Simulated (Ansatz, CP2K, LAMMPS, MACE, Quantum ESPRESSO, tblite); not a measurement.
# Bulk modulus of glassy 72SiO2-20Al2O3-4ZnO-4BaO (mol %) (83 atoms) across programs

How stiff is glassy 72SiO2-20Al2O3-4ZnO-4BaO (mol %) (83 atoms) under an even change of volume, and do other programs and learned potentials give the same pressure and slope as plane waves?

The results are calculated values.

## Step 1: Set-up

The cell holds 83 atoms (18 Si, 10 Al, 1 Zn, 1 Ba and 53 O), with edges of 10.38, 10.38 and 10.38 Å. Recipe: 83 atoms (18 Si, 10 Al, 1 Zn, 1 Ba, 53 O) placed at random at 2.62 g/cm³, melted at 4000 K for 10 ps at fixed volume with the Morse and Coulomb pair potential with partial charges (Pedone, Malavasi, Menziani, Cormack and Segre, J. Phys. Chem. B 110, 11780 (2006)). Quenched from 4000 K to 300 K at 20 K/ps and fixed volume, held 10 ps at zero pressure, then minimised at fixed cell. Then the atoms were relaxed with MACE MP-0b3 medium in the fixed cell.

Bonds by pair of elements; cutoffs follow the first minimum of g(r), held within bounds set by covalent radii, and pairs that aren't listed don't count as bonded:

```
pair A-B  cutoff (Å)  bonds  mean length (Å)  spread (Å)  shortest (Å)  B about A  A about B
    O-Si        2.08     72             1.63        0.03          1.57       1.36          4
    O-Al        2.43     41             1.78       0.078          1.69      0.774        4.1
    O-Ba        3.29      7             2.80        0.21          2.54      0.132          7
    O-Zn         2.5      4             2.00       0.132          1.82      0.075          4
```

## Step 2: The reference input

Quantum ESPRESSO 7.5: Kohn-Sham DFT, PBE, SSSP efficiency 1.3.0 pseudopotentials, plane waves. Its input, pw.in, for the unchanged cell:

```
&control
  calculation = 'scf'
  pseudo_dir = './pseudo'
  outdir = './tmp'
  disk_io = 'none'
  tprnfor = .true.
  tstress = .true.
/
&system
  ibrav = 0
  nat = 83
  ntyp = 5
  ecutwfc = 60
  ecutrho = 480
  nosym = .true.
  occupations = 'smearing'
  smearing = 'fd'
  degauss = 0.003675
/
&electrons
  conv_thr = 4.1e-07
  electron_maxstep = 100
  mixing_beta = 0.4
  mixing_mode = 'plain'
  diagonalization = 'david'
/
ATOMIC_SPECIES
Si 28.085 Si.upf
Al 26.982 Al.upf
Zn 65.380 Zn.upf
Ba 137.327 Ba.upf
O 15.999 O.upf
CELL_PARAMETERS angstrom
10.37651 0.00000 0.00000
0.00000 10.37651 0.00000
0.00000 0.00000 10.37651
ATOMIC_POSITIONS crystal
Si 0.67228 0.71418 0.53127
Si 0.74866 0.23360 0.50105
Si 0.28881 0.99688 0.45395
Si 0.86101 0.95493 0.53966
[... 77 atom lines left out ...]
O 0.39502 0.74941 0.72731
O 0.53184 0.76289 0.48515
K_POINTS gamma
```

```console
$ OMP_NUM_THREADS=1 mpirun -np 2 pw.x -in pw.in > output.txt
```

It took 8.6 min on 2 MPI ranks of Arm Neoverse V1, shared host; peak memory 3.3 GiB.

It converged with an r.m.s. force component of 0.064 eV/Å and a pressure of 2.5 GPa.

## Step 3: The levels

Every level solves the same cells as single points. CPU time is summed over a level's finished runs, on a host shared with the other runs, so it is rough; the force column is the median over cells of the r.m.s. difference of force components from the reference.

| level | basis or training data | k-points | runs finished | CPU time | peak memory (GiB) | force difference (meV/Å) |
| --- | --- | --- | --- | --- | --- | --- |
| QE, PBE | plane waves, SSSP efficiency, 60/480 Ry | Γ | 3 of 3 | 49 min | 3.4 | reference |
| CP2K double zeta, LDA | DZVP-MOLOPT-SR, GTH, 800 Ry | Γ | 3 of 3 | 13 min | 6.2 | 170 |
| tblite GFN1-xTB | tight binding with its own dispersion term | Γ | 3 of 3 | 19 s | 0.12 | 579 |
| MACE MP-0b2 small | trained on PBE(+U) plane-wave data | - | 3 of 3 | 23 s | 0.67 | 66 |
| MACE MP-0b3 medium | trained on PBE(+U) plane-wave data | - | 3 of 3 | 28 s | 1.1 | 64 |

The reference's own r.m.s. force component runs from 64 to 67 meV/Å over these cells. MACE MP-0b3 medium relaxed the atoms, so in the cells that it relaxed its forces are near zero and its entry mostly repeats the reference's forces.

## Step 4: Pressure against volume

The cell is scaled evenly, and at each volume MACE MP-0b3 medium relaxes the atoms again before the single points. The unchanged volume is 13.461 Å³ an atom. Pressures in GPa:

```csv
level,-3 %,0,+3 %
"QE, PBE",4.18,2.47,0.56
"CP2K double zeta, LDA",-3.63,-4.91,-6.39
tblite GFN1-xTB,-1.43,-2.16,-3.17
MACE MP-0b2 small,4.01,2.37,0.56
MACE MP-0b3 medium,3.87,2.25,0.44
```

Energy less that of the unchanged cell at the same level, in meV an atom:

```
                level    -3 %   +3 %
              QE, PBE    8.27  -3.96
CP2K double zeta, LDA   -2.96   7.51
      tblite GFN1-xTB  -16.37  15.34
    MACE MP-0b2 small    7.57  -3.55
   MACE MP-0b3 medium    7.56  -3.41
```

## Step 5: Moduli

From the three volumes nearest the unchanged one: B from the slope of pressure against ln V and from the curvature of the energy, the pressure that the slope of the energy implies, and the volume change at which the printed pressure crosses zero (a dash if it doesn't within the range).

| level | B from pressures (GPa) | B from energies (GPa) | printed pressure (GPa) | pressure from energies (GPa) | zero pressure at (%) |
| --- | --- | --- | --- | --- | --- |
| QE, PBE | 60.3 | 57.0 | 2.47 | 2.43 | - |
| CP2K double zeta, LDA | 46.0 | 60.1 | -4.91 | -2.08 | - |
| tblite GFN1-xTB | 29.0 | -13.6 | -2.16 | -6.29 | - |
| MACE MP-0b2 small | 57.5 | 53.1 | 2.37 | 2.20 | - |
| MACE MP-0b3 medium | 57.2 | 54.8 | 2.25 | 2.18 | - |

As a check by hand on the reference: from -3 to +3 % the pressure falls by 3.62 GPa while ln V grows by 0.0600, a ratio of 60.3 GPa.

Gap between the highest filled and the lowest empty level on the runs' k-points, in eV:

```csv
level,-3 %,0,+3 %
"QE, PBE",4.40,4.31,4.16
"CP2K double zeta, LDA",4.28,4.18,4.02
```

## Step 6: Findings

The plane-wave reference (PBE) gives a bulk modulus of 60.3 GPa from its pressures, at a volume where its pressure is 2.47 GPa, and the pressure stays positive over the whole range. Other functionals: CP2K double zeta, LDA 46.0 GPa (-24 %); its pressure lies -7.38 GPa from the reference's. Learned potentials: MACE MP-0b2 small 57.5 GPa (-5 %) and MACE MP-0b3 medium 57.2 GPa (-5 %); their pressures lie -0.22 to -0.09 GPa from the reference's.

Tight binding: tblite GFN1-xTB 29.0 GPa (-52 %); its pressure lies -4.63 GPa from the reference's. The moduli are read at one volume but at unlike pressures, and a cell under tension is as a rule softer than one under compression. Moduli from the energies run from -14 to 60 GPa and part from those from pressures by as much as -147 % (tblite GFN1-xTB); they rest on differences of a few meV an atom and hold the work of each level's leftover forces. Printed pressure and the slope of the energy part by over 1.8 GPa for CP2K double zeta, LDA and tblite GFN1-xTB; the atoms move along a path that isn't these levels' own, so their forces do work along it, and an error in the stress can't be told from that. The reference's gap falls as the cell grows, from 4.40 eV at -3 % to 4.16 eV at +3 %.

Caveats: The atoms follow MACE MP-0b3 medium, not each level's own minimum, so these moduli only approach relaxed ones and hang on that choice. Three points at finite strain give rough moduli, at the given volume rather than at zero pressure. Pressures at a fixed plane-wave cutoff or in a small atom-centred basis hold some basis error. The quench rate of 20 K/ps is many orders above laboratory rates, so the cell is likely richer in defects and strain than a real sample. The reference samples only Γ, in a cell whose shortest periodic width is 10 Å. Spin–orbit coupling is left out, which matters for the levels of the heavy elements. The reference isn't exact: its cutoffs and mesh weren't converged further here. Where levels are smeared, the DFT runs use Fermi–Dirac occupations at 580 K (0.05 eV), and energies are free energies.

[Long decimals in the printed logs are rounded to 6 places.]

[Logs are printed without paths, hosts, clocks, repeated set-up lines and the standing remarks that a program may print on its own settings, such as how far it seeks lower states.]

[Hosts, paths, dates, database ids (printed as entryN), source tags and the programs' standing remarks are cut or masked in the printed files.]
